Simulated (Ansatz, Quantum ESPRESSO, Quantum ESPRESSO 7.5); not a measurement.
## Complex bands of BAs, zinc blende type, lattice constant set to 4.747 Å

Wanted: the complex band structure of BAs, zinc blende type, lattice constant set to 4.747 Å, as for a tunnel barrier.

Method: plane-wave DFT, LDA, GBRV ultrasoft pseudopotentials (cross-check by Ansatz 0.2.0 with PAW datasets), in Quantum ESPRESSO 7.5.

## (1) The starting structure

The structure is cubic, space group F-43m (No. 216). Conventional cell: a = 4.747 Å, b = 4.747 Å, c = 4.747 Å, α = 90.00°, β = 90.00°, γ = 90.00°. Nearest to B lie 4 As at 2.06 Å. Nearest to As lie 4 B at 2.06 Å. Farther neighbours are not listed.

## (2) Ground state

pwcond needs a cell whose third axis lies along the current and stands perpendicular to the other two.

scf.in

```
&control
  prefix = 'scf'
  outdir = './out'
  pseudo_dir = './pseudo'
  calculation = 'scf'
  tprnfor = .true.
/
&system
  ibrav = 0
  nat = 4
  ntyp = 2
  ecutwfc = 40
  ecutrho = 200
  occupations = 'fixed'
  nbnd = 12
/
&electrons
  conv_thr = 1e-09
  mixing_beta = 0.6
  electron_maxstep = 120
/
ATOMIC_SPECIES
  B   10.8100  b_lda_v1.4.uspp.F.UPF
  As  74.9216  as_lda_v1.uspp.F.UPF
CELL_PARAMETERS angstrom
  3.35663589029254 0.00000000000000 0.00000000000000
  0.00000000000000 3.35663589029254 0.00000000000000
  0.00000000000000 0.00000000000000 4.74700000000000
ATOMIC_POSITIONS crystal
  B   0.000000000000 0.000000000000 0.000000000000
  As  0.500000000000 0.000000000000 0.250000000000
  B   0.500000000000 0.500000000000 0.500000000000
  As  0.000000000000 0.500000000000 0.750000000000
K_POINTS automatic
  8 8 6 0 0 0
```

Command:

```sh
> OMP_NUM_THREADS=1 mpirun -n 2 pw.x -nk 2 -in scf.in > scf.out
```

The log of the run:

```text
Program PWSCF v.7.5 starts
[citation notice left out]

     Parallel version (MPI & OpenMP), running on       2 processor cores
     Number of MPI processes:                 2
     Threads/MPI process:                     1

     MPI processes distributed on     1 nodes
[...]
Current dimensions of program PWSCF are:
     Max number of different atomic species (ntypx) = 10
     Max number of k-points (npk) =  40000
     Max angular momentum in pseudopotentials (lmaxx) =  4
     Found identity + ( -0.5000 -0.5000 -0.5000) symmetry
     This is a supercell, fractional translations are disabled
     Message from routine setup:
     using ibrav=0 with symmetry is DISCOURAGED, use correct ibrav instead

     K-points division:     npool     =       2
     Subspace diagonalization in iterative solution of the eigenvalue problem:
     a serial algorithm will be used

     G-vector sticks info
     --------------------
     sticks:   dense  smooth     PW     G-vecs:    dense   smooth      PW
     Sum         641     509    161                17225    12401    2173

     Using Slab Decomposition

     bravais-lattice index     =            0
     lattice parameter (alat)  =       6.3431  a.u.
     unit-cell volume          =     360.9311 (a.u.)^3
     number of atoms/cell      =            4
     number of atomic types    =            2
     number of electrons       =        16.00
     number of Kohn-Sham states=           12
     kinetic-energy cutoff     =      40.0000  Ry
     charge density cutoff     =     200.0000  Ry
     scf convergence threshold =      1.0E-09
     mixing beta               =       0.6000
     number of iterations used =            8  plain     mixing
     Exchange-correlation= SLA  PZ   NOGX NOGC
                           (   1   1   0   0   0   0   0)

     celldm(1)=   6.343123  celldm(2)=   0.000000  celldm(3)=   0.000000
     celldm(4)=   0.000000  celldm(5)=   0.000000  celldm(6)=   0.000000

     crystal axes: (cart. coord. in units of alat)
               a(1) = (   1.000000   0.000000   0.000000 )
               a(2) = (   0.000000   1.000000   0.000000 )
               a(3) = (   0.000000   0.000000   1.414214 )

     reciprocal axes: (cart. coord. in units 2 pi/alat)
               b(1) = (  1.000000  0.000000  0.000000 )
               b(2) = (  0.000000  1.000000  0.000000 )
               b(3) = (  0.000000  0.000000  0.707107 )

     PseudoPot. # 1 for B  read from file:
     ./pseudo/b_lda_v1.4.uspp.F.UPF
     Pseudo is Ultrasoft + core correction, Zval =  3.0
     Generated by new atomic code, or converted to UPF format
     Using radial grid of  781 points,  4 beta functions with:
                l(1) =   0
                l(2) =   0
                l(3) =   1
                l(4) =   1
     Q(r) pseudized with  8 coefficients,  rinner =    1.100   1.100   1.100

     PseudoPot. # 2 for As read from file:
     ./pseudo/as_lda_v1.uspp.F.UPF
     Pseudo is Ultrasoft + core correction, Zval =  5.0
     Generated by new atomic code, or converted to UPF format
     Using radial grid of  875 points,  6 beta functions with:
                l(1) =   0
                l(2) =   0
                l(3) =   1
                l(4) =   1
                l(5) =   2
                l(6) =   2
     Q(r) pseudized with  8 coefficients,  rinner =    1.300   1.300   1.300
                                                       1.300   1.300

     atomic species   valence    mass     pseudopotential
     B                 3.00    10.81000     B ( 1.00)
     As                5.00    74.92160     As( 1.00)

      8 Sym. Ops. (no inversion) found

   Cartesian axes

     site n.     atom                  positions (alat units)
         1        B      tau(   1) = (   0.0000000   0.0000000   0.0000000  )
         2        As     tau(   2) = (   0.5000000   0.0000000   0.3535534  )
         3        B      tau(   3) = (   0.5000000   0.5000000   0.7071068  )
         4        As     tau(   4) = (   0.0000000   0.5000000   1.0606602  )

     number of k points=    60
                       cart. coord. in units 2pi/alat
        k(    1) = (   0.0000000   0.0000000   0.0000000), wk =   0.0052083
        k(    2) = (   0.0000000   0.0000000   0.1178511), wk =   0.0104167
        k(    3) = (   0.0000000   0.0000000   0.2357023), wk =   0.0104167
        k(    4) = (   0.0000000   0.0000000  -0.3535534), wk =   0.0052083
        k(    5) = (   0.0000000   0.1250000   0.0000000), wk =   0.0208333
        k(    6) = (   0.0000000   0.1250000   0.1178511), wk =   0.0416667
        k(    7) = (   0.0000000   0.1250000   0.2357023), wk =   0.0416667
        k(    8) = (   0.0000000   0.1250000  -0.3535534), wk =   0.0208333
        k(    9) = (   0.0000000   0.2500000   0.0000000), wk =   0.0208333
        k(   10) = (   0.0000000   0.2500000   0.1178511), wk =   0.0416667
[...]
k(   60) = (  -0.5000000  -0.5000000  -0.3535534), wk =   0.0052083

     Dense  grid:    17225 G-vectors     FFT dimensions: (  30,  30,  45)

     Smooth grid:    12401 G-vectors     FFT dimensions: (  25,  25,  40)

     Estimated max dynamical RAM per process >      47.79 MB

     Estimated total dynamical RAM >      91.37 MB

     Initial potential from superposition of free atoms

     starting charge      15.9991, renormalised to      16.0000
     Starting wfcs are   16 randomized atomic wfcs

     total cpu time spent up to now is        0.8 secs

     per-process dynamical memory:    26.7 Mb

     Self-consistent Calculation

     iteration #  1     ecut=    40.00 Ry     beta= 0.60
     Davidson diagonalization with overlap
     ethr =  1.00E-02,  avg # of iterations =  2.7

     total cpu time spent up to now is        1.2 secs

     total energy              =     -92.31140606 Ry
     estimated scf accuracy    <       0.30254353 Ry

     iteration #  2     ecut=    40.00 Ry     beta= 0.60
[...]
total energy              =     -92.37933018 Ry
     estimated scf accuracy    <       0.03442740 Ry

     iteration #  3     ecut=    40.00 Ry     beta= 0.60
[...]
total energy              =     -92.38391119 Ry
     estimated scf accuracy    <       0.00166472 Ry

     iteration #  4     ecut=    40.00 Ry     beta= 0.60
[...]
c_bands:  1 eigenvalues not converged
[...]
total energy              =     -92.38439589 Ry
     estimated scf accuracy    <       0.00037396 Ry

     iteration #  5     ecut=    40.00 Ry     beta= 0.60
[...]
total energy              =     -92.38451576 Ry
     estimated scf accuracy    <       0.00002071 Ry

     iteration #  6     ecut=    40.00 Ry     beta= 0.60
[...]
total energy              =     -92.38453127 Ry
     estimated scf accuracy    <       0.00000016 Ry

     iteration #  7     ecut=    40.00 Ry     beta= 0.60
[...]
total energy              =     -92.38453250 Ry
     estimated scf accuracy    <       0.00000009 Ry

     iteration #  8     ecut=    40.00 Ry     beta= 0.60
[...]
total energy              =     -92.38453249 Ry
     estimated scf accuracy    <       0.00000003 Ry

     iteration #  9     ecut=    40.00 Ry     beta= 0.60
[...]
total energy              =     -92.38453249 Ry
     estimated scf accuracy    <       0.00000001 Ry

     iteration # 10     ecut=    40.00 Ry     beta= 0.60
[...]
total energy              =     -92.38453249 Ry
     estimated scf accuracy    <          1.6E-09 Ry

     iteration # 11     ecut=    40.00 Ry     beta= 0.60
[...]
End of self-consistent calculation

          k = 0.0000 0.0000 0.0000 (  1523 PWs)   bands (ev):

    -6.9436  -2.7234   0.0925   4.4758   4.4758   8.6244   8.6245   8.6245
     9.9366  10.0195  11.9168  11.9169

          k = 0.0000 0.0000 0.1179 (  1542 PWs)   bands (ev):

    -6.7892  -3.4309   0.9911   4.6348   4.6348   7.9199   7.9863   7.9863
     9.7314  10.6246  11.5164  12.7238

          k = 0.0000 0.0000 0.2357 (  1554 PWs)   bands (ev):

    -6.3300  -4.5750   2.6871   5.1063   5.1063   6.3692   6.8776   6.8776
     9.8360  10.8380  11.7036  14.3247

          k = 0.0000 0.0000-0.3536 (  1538 PWs)   bands (ev):

    -5.5800  -5.5800   4.5480   4.5480   5.8701   5.8701   5.8701   5.8701
    10.2310  10.2310  13.1604  13.1604

          k = 0.0000 0.1250 0.0000 (  1539 PWs)   bands (ev):

    -6.7702  -2.6871   0.2063   3.6084   4.6303   7.3841   7.8539   8.5120
    10.1377  11.3743  12.1033  12.1477

          k = 0.0000 0.1250 0.1179 (  1543 PWs)   bands (ev):

    -6.6173  -3.3408   0.9704   3.8552   4.7853   6.3127   7.9610   8.1693
    10.2229  11.6707  12.0568  12.4953

[...]
highest occupied, lowest unoccupied level (ev):     8.6245    9.7314

!    total energy              =     -92.38453249 Ry
     estimated scf accuracy    <          6.6E-11 Ry

     The total energy is the sum of the following terms:
     one-electron contribution =      13.60594076 Ry
     hartree contribution      =       2.46051491 Ry
     xc contribution           =     -68.33220111 Ry
     ewald contribution        =     -40.11878705 Ry

     convergence has been achieved in  11 iterations

     Forces acting on atoms (cartesian axes, Ry/au):

     atom    1 type  1   force =     0.00000000    0.00000000    0.00000000
     atom    2 type  2   force =     0.00000000    0.00000000    0.00000331
     atom    3 type  1   force =     0.00000000    0.00000000    0.00000000
     atom    4 type  2   force =     0.00000000    0.00000000   -0.00000331

     Total force =     0.000005     Total SCF correction =     0.000004
     SCF correction compared to forces is large: reduce conv_thr to get better values

[...]
=------------------------------------------------------------------------------=
   JOB DONE.
=------------------------------------------------------------------------------=
```

Elapsed: 6 s, on 2 MPI ranks of Intel Xeon 6975P-C (Granite Rapids), shared host; peak memory 0.19 GiB; 12 s of CPU time.

Read from the output:

```
free energy                          : -1256.9556 eV
valence top, on the run's zero       : 8.625 eV
conduction bottom, on the run's zero : 9.731 eV
gap by band count                    : 1.107 eV
```

The program's own clock; routines nest. Time by routine:

```
     routine  wall time (s)  calls
       PWSCF           5.28      1
   electrons           4.42      1
     c_bands            3.6     11
     cegterg              3    330
       h_psi           2.35   1517
    vloc_psi           1.88   1517
        fftw           1.85  28240
    init_run           0.72      1
    sum_band           0.64     11
      calbec           0.35   1967
      hinit0           0.25      1
h_psi:calbec           0.25   1517
     wfcinit           0.24      1
     potinit            0.2      1
```

The run needed 11 iterations to bring the estimated error under 1e-09 Ry.

[end of part 1 of 4]

[Logs are printed without paths, hosts, clocks, repeated set-up lines and the standing remarks that a program may print on its own settings, such as how far it seeks lower states.]

[Hosts, paths, dates, database ids (printed as entryN), source tags and the programs' standing remarks are cut or masked in the printed files.]

[Maps of the electrostatic potential energy from Ansatz leave out the sawtooth potential of an applied field or a dipole correction, so their vacuum need not be flat; planar profiles and work functions include it.]
